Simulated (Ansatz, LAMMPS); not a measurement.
# Cd23Hg13Se20S16 with crystalline order left by the classical run (72 atoms): support functions against a reference, part 2 of 3

Wanted: errors and times of a linear-scaling basis for Cd23Hg13Se20S16 with crystalline order left by the classical run (72 atoms). A setting counts as converged where the r.m.s. difference of forces stays under 1 % of the r.m.s. force.

Ansatz 0.2.0; Kohn-Sham DFT, PBE, PAW (set soft_2), plane waves.

The cell: 23 Cd, 13 Hg, 20 Se and 16 S. The quench rate of 5 K/ps far exceeds what a furnace or splat quench reaches. The network of bonds at the start is that of the classical potential that made the cell. The Brillouin zone is sampled at Γ only, in a cell whose shortest periodic width is 12 Å. The levels lack spin–orbit coupling.

So far. Step 3 (Plane-wave single point): The r.m.s. force component of 0.37 eV/Å sets the scale for the differences below.

### Step 4. Support functions medium

The cell is solved in localised support functions.

This step: Kohn-Sham DFT, PBE, PAW (set soft_2), localised support functions (medium) (Ansatz 0.2.0).

Contents of input.yaml:

```yaml
crystal:
  lattice:
    - [12.4941, 0.0, 0.0]
    - [0.0, 12.4941, 0.0]
    - [0.0, 0.0, 12.4941]
  atoms:
    [... the 72 atom lines of step 3 ...]
kpoints:
  mp_grid: { grid: [1, 1, 1] }
hamiltonian:
  xc: pbe
scf:
  occupations: { method: fermi_dirac, width: 0.05 }
  eigensolver: { kind: { support_functions: { accuracy: medium } } }
  max_iter: 150
output:
  forces: true
```

Run with:

```bash
$ ansatz run input.yaml --threads 4 --pin off --max-ram 8192MiB --backend cpu --events-out ev --progress --plain --runs-dir out
```

Standard output:

```text
Warning: scf.eigensolver.kind.support_functions: disabling space-group detection — the functions' gradient is summed over unrotated k-points, so no spatial operation reduces the k-mesh or symmetrises the density; time reversal is kept, so that k and −k are solved as one point where they differ and the mesh holds both, and exact exchange and, on two spinor components, a DFT+U term hold to it where the run has them: [...]
settings of this run that can trade accuracy for cost: scf.eigensolver.kind.support_functions [...]
[...]
Crystal: 72 atoms, lattice volume = 1950.361 Å³
Basis set: ecut = 420 eV, 38089 PW (Γ), exchange–correlation on 180×180×180 points (8 copies of the dense FFT grid, shifted against one another)
Bands: 682, of which v1, the nominal top of the filled ones, is band 568 counted from 1 (567 counted from 0)
Symmetry: 1 space group operations
k-points: 1
[...]
SCF iter   1: F=—  HF=-493261.748321 eV  |F-HF|=—  |Δ(HF+E_count)|=         —  Δρ=5.21e-2  dr2=1.15e2  ethr=1.00e-1
[...]
SCF iter  13: F=-493263.247789 eV  HF=-493263.247789 eV  |F-HF|=4.16e-7  |Δ(HF+E_count)|=   1.43e-3  Δρ=4.85e-6  dr2=6.40e-7  ethr=3.53e-10
SCF 1 converged in 13 iterations: F = -493263.278799 eV  dr2 = 6.40e-7
[...]
SCF converged after 13 iterations
Stability not checked: this state was not tested for a lower state beside it, because the mixer in use, unlike msr1, does not test its closes by its own steps (another_mixer; see scf.mixing.algorithm and scf.lower_state_search)
Free energy (F): -493263.278799 eV
[...]
Internal energy: -493263.148764 eV  (E = F + TS)
E sigma→0 (E₀):  -493263.213781 eV
Entropy (-TS):   -0.130035 eV (-1.806 meV/atom)
Fermi energy:    8.424013 eV
[...]
--- Forces (eV/Å), atoms counted from 1 ---
  atom   1  Cd    -0.23093877    -0.13799574     0.08679569
  atom   2  Cd     0.06108947    -0.00079672    -0.08281133
  atom   3  Cd    -0.16418703    -0.20371999     0.59674582
  atom   4  Cd    -0.28934961    -0.27766079    -0.00748545
  atom   5  Cd    -0.53767510     0.06761742    -0.26537152
  atom   6  Cd     0.39661847    -0.13562283    -0.03586161
  atom   7  Cd     0.14880549    -0.21891017    -0.26924235
  atom   8  Cd    -0.14823532    -0.12304690     0.01221495
  atom   9  Cd    -0.28536652    -0.05509521     0.06225417
  atom  10  Cd    -0.09425186    -0.20716936     0.00590692
  atom  11  Cd     0.07681751     0.15419378    -0.07690784
  atom  12  Cd     0.00690619    -0.35831348     0.35462715
  atom  13  Cd     0.01965973     0.06089435    -0.31474378
  atom  14  Cd    -0.01731251     0.04938733     0.59311720
[...]
atom  71  S      0.44501980    -0.01451627    -0.78134465
  atom  72  S     -0.15324819     0.11386233    -0.33568603
  max |Σ_I F_I| component: 2.56e-3 eV/Å
--- Band table (eV) ---
[...]
guard bands above this table: 99 of the run's 682 bands (output.publish_guard_bands: true publishes all)
[...]
```

The job ended after 3.1 min (4 threads of Arm Neoverse V1, shared host; peak memory 4.7 GiB; 12 min of CPU time).

The program notes that the band table was not solved further than the SCF left it, the correction for the support functions is uncertain and it switched symmetry off.

Keys that differ from the reference: support_functions.accuracy = "medium" and scf.max_iter = 150.

Forces differ from the reference by 0.36 meV/Å r.m.s., 0.099 % of their size, well within a tolerance of 1 %; the energy by -1.5 meV/atom. It took roughly 2.0 times the reference's time (one timing each, with unlike analyses asked), in 13 cycles against 22.

### Step 5. Support functions low

The cell is solved in localised support functions.

This step: Kohn-Sham DFT, PBE, PAW (set soft_2), localised support functions (low) (Ansatz 0.2.0).

input.yaml, the sections that differ from step 4:

```yaml
scf:
  occupations: { method: fermi_dirac, width: 0.05 }
  eigensolver: { kind: { support_functions: { accuracy: low } } }
  max_iter: 150
# crystal, kpoints, hamiltonian, output: as in step 4
```

Standard output:

```text
[...]
Crystal: 72 atoms, lattice volume = 1950.361 Å³
Basis set: ecut = 420 eV, 38089 PW (Γ), exchange–correlation on 180×180×180 points (8 copies of the dense FFT grid, shifted against one another)
Bands: 682, of which v1, the nominal top of the filled ones, is band 568 counted from 1 (567 counted from 0)
Symmetry: 1 space group operations
k-points: 1
[...]
SCF iter   1: F=—  HF=-493261.748321 eV  |F-HF|=—  |Δ(HF+E_count)|=         —  Δρ=5.21e-2  dr2=1.15e2  ethr=1.00e-1
[...]
SCF iter  11: F=—  HF=-493263.244704 eV  |F-HF|=—  |Δ(HF+E_count)|=   2.06e-3  Δρ=2.14e-5  dr2=1.47e-5  ethr=8.07e-9  κ⁻¹=3.1e-7(r=7)
SCF iter  12: F=-493263.246365 eV  HF=-493263.246363 eV  |F-HF|=2.00e-6  |Δ(HF+E_count)|=   1.66e-3  Δρ=1.08e-5  dr2=4.01e-6  ethr=1.29e-9
SCF 1 converged in 12 iterations: F = -493263.278726 eV  dr2 = 4.01e-6
[...]
SCF converged after 12 iterations
[...]
Free energy (F): -493263.278726 eV
[...]
Internal energy: -493263.148677 eV  (E = F + TS)
E sigma→0 (E₀):  -493263.213702 eV
Entropy (-TS):   -0.130049 eV (-1.806 meV/atom)
Fermi energy:    8.423863 eV
[...]
Σ components = -493263.278726   (vs F -493263.278726, Δ=0.00e0)
--- Forces (eV/Å), atoms counted from 1 ---
  atom   1  Cd    -0.23093083    -0.13791750     0.08681881
  atom   2  Cd     0.06113803    -0.00084731    -0.08288722
  atom   3  Cd    -0.16421387    -0.20384407     0.59678408
  atom   4  Cd    -0.28927467    -0.27757125    -0.00750966
[...]
atom  72  S     -0.15327471     0.11361066    -0.33548589
  max |Σ_I F_I| component: 2.27e-3 eV/Å
--- Band table (eV) ---
[...]
```

It took 2.9 min on 4 threads; peak memory 4.7 GiB; 11 min of CPU time.

Keys that differ from the reference: support_functions.accuracy = "low" and scf.max_iter = 150.

Forces differ from the reference by 0.36 meV/Å r.m.s., 0.099 % of their size, well within a tolerance of 1 %; the energy by -1.5 meV/atom. It took roughly 1.9 times the reference's time (one timing each, with unlike analyses asked), in 12 cycles against 22.

### Step 6. Support functions medium, radius 4.34 Å

The radius confines each support function; a larger one gives more freedom and more work per atom.

This step: Kohn-Sham DFT, PBE, PAW (set soft_2), localised support functions (medium) (Ansatz 0.2.0).

input.yaml, the sections that differ from step 5:

```yaml
scf:
  occupations: { method: fermi_dirac, width: 0.05 }
  eigensolver: { kind: { support_functions: { accuracy: medium, radius: 4.34 } } }
  max_iter: 150
# crystal, kpoints, hamiltonian, output: as in step 5
```

Standard output:

```text
[...]
Crystal: 72 atoms, lattice volume = 1950.361 Å³
Basis set: ecut = 420 eV, 38089 PW (Γ), exchange–correlation on 180×180×180 points (8 copies of the dense FFT grid, shifted against one another)
Bands: 682, of which v1, the nominal top of the filled ones, is band 568 counted from 1 (567 counted from 0)
Symmetry: 1 space group operations
k-points: 1
[...]
SCF iter   1: F=—  HF=-493261.127967 eV  |F-HF|=—  |Δ(HF+E_count)|=         —  Δρ=5.21e-2  dr2=1.15e2  ethr=1.00e-1
[...]
SCF iter  13: F=-493263.229605 eV  HF=-493263.229605 eV  |F-HF|=2.43e-7  |Δ(HF+E_count)|=   2.92e-6  Δρ=3.07e-6  dr2=3.71e-7  ethr=2.59e-10
SCF 1 converged in 13 iterations: F = -493263.278076 eV  dr2 = 3.71e-7
[...]
SCF converged after 13 iterations
[...]
Free energy (F): -493263.278076 eV
[...]
Internal energy: -493263.148055 eV  (E = F + TS)
E sigma→0 (E₀):  -493263.213065 eV
Entropy (-TS):   -0.130020 eV (-1.806 meV/atom)
Fermi energy:    8.424123 eV
[...]
--- Forces (eV/Å), atoms counted from 1 ---
  atom   1  Cd    -0.23056674    -0.13795988     0.08663221
  atom   2  Cd     0.06102753    -0.00097455    -0.08294988
  atom   3  Cd    -0.16410312    -0.20398181     0.59675873
  atom   4  Cd    -0.28918405    -0.27742520    -0.00741232
  atom   5  Cd    -0.53817984     0.06767924    -0.26524705
  atom   6  Cd     0.39633730    -0.13565491    -0.03585961
  atom   7  Cd     0.14859607    -0.21897798    -0.26919938
  atom   8  Cd    -0.14830776    -0.12312213     0.01236228
  atom   9  Cd    -0.28534777    -0.05513419     0.06193474
  atom  10  Cd    -0.09429549    -0.20755817     0.00597296
  atom  11  Cd     0.07670517     0.15429699    -0.07690990
  atom  12  Cd     0.00684940    -0.35834526     0.35470967
  atom  13  Cd     0.01968724     0.06064102    -0.31435573
  atom  14  Cd    -0.01742474     0.04905143     0.59337130
[...]
atom  71  S      0.44507988    -0.01473982    -0.78123812
  atom  72  S     -0.15327246     0.11410938    -0.33579913
  max |Σ_I F_I| component: 6.70e-3 eV/Å
--- Band table (eV) ---
[...]
```

Wall time 2.5 min (4 threads); peak memory 4.4 GiB; 9.9 min of CPU time.

Keys that differ from the reference: support_functions.accuracy = "medium", support_functions.radius = 4.34 and scf.max_iter = 150.

Forces differ from the reference by 0.46 meV/Å r.m.s., 0.12 % of their size, well within a tolerance of 1 %; the energy by -1.5 meV/atom. It took roughly 1.7 times the reference's time (one timing each, with unlike analyses asked), in 13 cycles against 22.

### Step 7. What each setting buys

Differences are against the plane-wave reference (Kohn-Sham DFT, PBE, PAW (set soft_2), plane waves), whose r.m.s. force component is 0.368 eV/Å. Energies are set beside the reference only for runs with its functional, potentials and electron count. Times are for 4 threads of Arm Neoverse V1, shared host. The reference's time includes the DOS, ELF, the stress and grids, which some other runs skip.

| run | Δ force, r.m.s. (meV/Å) | share of r.m.s. force (%) | Δ energy (meV/atom) | cycles | time | host memory (GiB) |
| --- | --- | --- | --- | --- | --- | --- |
| reference | - | - | - | 22 | 91 s | 3.5 |
| support functions medium | 0.365 | 0.0992 | -1.49 | 13 | 3.1 min | 4.7 |
| support functions low | 0.364 | 0.0987 | -1.49 | 12 | 2.9 min | 4.7 |
| support functions medium, radius 4.34 Å | 0.46 | 0.125 | -1.48 | 13 | 2.5 min | 4.4 |

### Step 8. The reference in detail

The comparisons rest on this run, so its electronic structure is set out here.

Neighbours are counted within 3.38 Å (Cd-Se), 3.08 Å (Cd-S), 3.18 Å (Se-Hg), 3.08 Å (S-Hg).

Length of the force by element and coordination:

| element | coordination | atoms | mean length of the force (eV/Å) | spread | least | most |
| --- | --- | --- | --- | --- | --- | --- |
| Cd | all | 23 | 0.439 | 0.406 | 0.103 | 2.21 |
| Cd | 3 | 2 | 1.40 | 0.805 | 0.596 | 2.21 |
| Cd | 4 | 20 | 0.334 | 0.140 | 0.103 | 0.652 |
| Cd | 5 | 1 | 0.603 | 0 | 0.603 | 0.603 |
| Hg | all | 13 | 0.489 | 0.605 | 0.172 | 2.56 |
| Hg | 1 | 1 | 2.56 | 0 | 2.56 | 2.56 |
| Hg | 3 | 1 | 0.334 | 0 | 0.334 | 0.334 |
| Hg | 4 | 11 | 0.314 | 0.0948 | 0.172 | 0.511 |
| S | all | 16 | 0.515 | 0.311 | 0.0561 | 1.42 |
| S | 0 | 1 | 1.42 | 0 | 1.42 | 1.42 |
| S | 3 | 1 | 0.385 | 0 | 0.385 | 0.385 |
| S | 4 | 14 | 0.460 | 0.219 | 0.0561 | 0.900 |
| Se | all | 20 | 0.547 | 0.269 | 0.122 | 1.27 |
| Se | 3 | 2 | 0.847 | 0.419 | 0.427 | 1.27 |
| Se | 4 | 16 | 0.538 | 0.224 | 0.122 | 1.01 |
| Se | 5 | 2 | 0.318 | 0.0694 | 0.248 | 0.387 |

Löwdin charges by element and coordination (they lack the spilled electrons, 0.099 e an atom on average):

| element | coordination | atoms | mean charge (e) | spread | least | most |
| --- | --- | --- | --- | --- | --- | --- |
| Cd | all | 23 | 1.21 | 0.0409 | 1.13 | 1.26 |
| Cd | 3 | 2 | 1.13 | 0.0042 | 1.13 | 1.14 |
| Cd | 4 | 20 | 1.21 | 0.0361 | 1.14 | 1.26 |
| Cd | 5 | 1 | 1.21 | 0 | 1.21 | 1.21 |
| Hg | all | 13 | 0.977 | 0.182 | 0.375 | 1.08 |
| Hg | 1 | 1 | 0.375 | 0 | 0.375 | 0.375 |
| Hg | 3 | 1 | 0.931 | 0 | 0.931 | 0.931 |
| Hg | 4 | 11 | 1.04 | 0.0509 | 0.903 | 1.08 |
| S | all | 16 | -0.948 | 0.230 | -1.04 | -0.0639 |
| S | 0 | 1 | -0.0639 | 0 | -0.0639 | -0.0639 |
| S | 3 | 1 | -0.929 | 0 | -0.929 | -0.929 |
| S | 4 | 14 | -1.01 | 0.023 | -1.04 | -0.961 |
| Se | all | 20 | -0.909 | 0.128 | -1.03 | -0.539 |
| Se | 3 | 2 | -0.672 | 0.133 | -0.805 | -0.539 |
| Se | 4 | 16 | -0.927 | 0.0988 | -1.02 | -0.596 |
| Se | 5 | 2 | -1.01 | 0.026 | -1.03 | -0.979 |

Density of states as counts of states in windows of 1 eV (from the Fermi level), total and the larger projections:

| from (eV) | to (eV) | total | Cd d | Hg d | Se p | S p | Cd s | Se s |
| --- | --- | --- | --- | --- | --- | --- | --- | --- |
| -18 | -15 | 0.0 | 0.0 | 0.0 | 0.0 | 0.0 | 0.0 | 0.0 |
| -15 | -14 | 2.0 | 0.0 | 0.0 | 0.0 | 0.0 | 0.1 | 1.2 |
| -14 | -13 | 48.7 | 1.9 | 0.9 | 0.1 | 0.1 | 2.6 | 27.4 |
| -13 | -12 | 19.3 | 1.1 | 0.4 | 0.0 | 0.1 | 0.6 | 5.6 |
| -12 | -11 | 2.0 | 0.1 | 0.0 | 0.1 | 0.0 | 0.0 | 0.6 |
| -11 | -10 | 0.0 | 0.0 | 0.0 | 0.0 | 0.0 | 0.0 | 0.0 |
| -10 | -9 | 13.3 | 12.3 | 0.4 | 0.3 | 0.1 | 0.0 | 0.0 |
| -9 | -8 | 216.7 | 205.1 | 2.6 | 2.9 | 3.4 | 0.5 | 0.9 |
| -8 | -7 | 68.1 | 1.5 | 59.7 | 3.4 | 1.8 | 0.6 | 0.3 |
| -7 | -6 | 61.9 | 1.7 | 56.0 | 1.1 | 1.3 | 0.4 | 0.5 |
| -6 | -5 | 27.2 | 0.7 | 1.9 | 8.0 | 5.7 | 2.7 | 0.5 |
| -5 | -4 | 34.7 | 0.9 | 1.8 | 11.0 | 10.1 | 7.4 | 0.7 |
| -4 | -3 | 41.0 | 1.1 | 1.6 | 16.6 | 16.2 | 2.3 | 0.5 |
| -3 | -2 | 57.3 | 1.7 | 2.0 | 26.8 | 23.4 | 0.5 | 0.1 |
| -2 | -1 | 47.9 | 1.3 | 2.0 | 25.5 | 15.8 | 0.6 | 0.2 |
| -1 | 0 | 8.8 | 0.1 | 0.2 | 3.7 | 2.8 | 0.6 | 0.2 |
| 0 | 1 | 12.5 | 0.1 | 0.1 | 3.3 | 2.6 | 1.8 | 0.3 |
| 1 | 2 | 26.5 | 0.1 | 0.1 | 5.1 | 3.1 | 6.4 | 0.5 |
| 2 | 3 | 24.8 | 0.0 | 0.0 | 3.5 | 2.6 | 8.0 | 0.3 |
| 3 | 4 | 29.9 | 0.0 | 0.0 | 2.5 | 2.2 | 5.3 | 0.1 |
| 4 | 5 | 47.4 | 0.1 | 0.1 | 1.9 | 1.5 | 2.6 | 0.1 |

The curve was stored every 0.10 eV, coarse against its broadening of 0.08 eV, so these counts are rough.

The levels nearest the highest filled one (over half full), pooled over k-points and spins:

| level less the highest filled one (eV) | occupation |
| --- | --- |
| -1.07 | 2 |
| -1.02 | 2 |
| -0.860 | 2 |
| -0.677 | 2 |
| -0.572 | 2 |
| 0 | 1.32 |
| 0.0671 | 0.674 |
| 0.334 | 0.005 |
| 0.437 | 0.001 |
| 0.503 | 0 |
| 0.758 | 0 |
| 0.917 | 0 |

Valence density in the bc plane at fractional x = 0.029, with atoms of Cd and Hg and Se and S within 0.2 Å of it. It is the smooth field of the valence electrons, not physical close to the nuclei.

Ten steps, logarithmic in the rise over the least value, from '0' (0 e/Å³) to '9' (24 e/Å³), each cell a mean:
```
98420000000000013698421000000001237
98421000000000013799521000000001247
44210000000001112344210000000001123
11100000000124542111100000001243211
00000000000258974100000000013687521
00000000000258974100000000014798621
11100000000124542111000000002465311
34321000000001112333210000000111112
89731000000000123323310000000000124
89731000000000123323310000000000124
33321000000001112332110000000011112
11100000000135542111000000001355421
00000000000258974100000000013688641
00000000000257874100000000013688741
11000000000124432111100000002355421
23211000000000112344210000000111112
67631000000000013798521000000000123
78631100000000013698421000000000123
34321000000001112333210000000011112
11110000000124542111000000001354211
00000000000257875200000000014788521
00000000000257875210000000013788520
11000000000135543111000000001344211
33210000000001112233210000000011123
```
Columns run along b (12.5 Å), rows up along c (12.5 Å). Atoms in or near the plane, at fractional coordinates: Cd at (0.87, 0.77), Cd at (0.40, 0.45), Cd at (0.40, 0.78), Hg at (0.41, 0.11), Hg at (0.88, 0.45), Se at (0.03, 0.62), Se at (0.53, 0.95), Se at (0.53, 0.29), Se at (0.01, 0.95), S at (0.52, 0.62).

[end of part 2 of 3]

[Long decimals in the printed logs are rounded to 6 places.]

[Logs are printed without paths, hosts, clocks, repeated set-up lines and the standing remarks that a program may print on its own settings, such as how far it seeks lower states.]

[Hosts, paths, dates, database ids (printed as entryN), source tags and the programs' standing remarks are cut or masked in the printed files.]
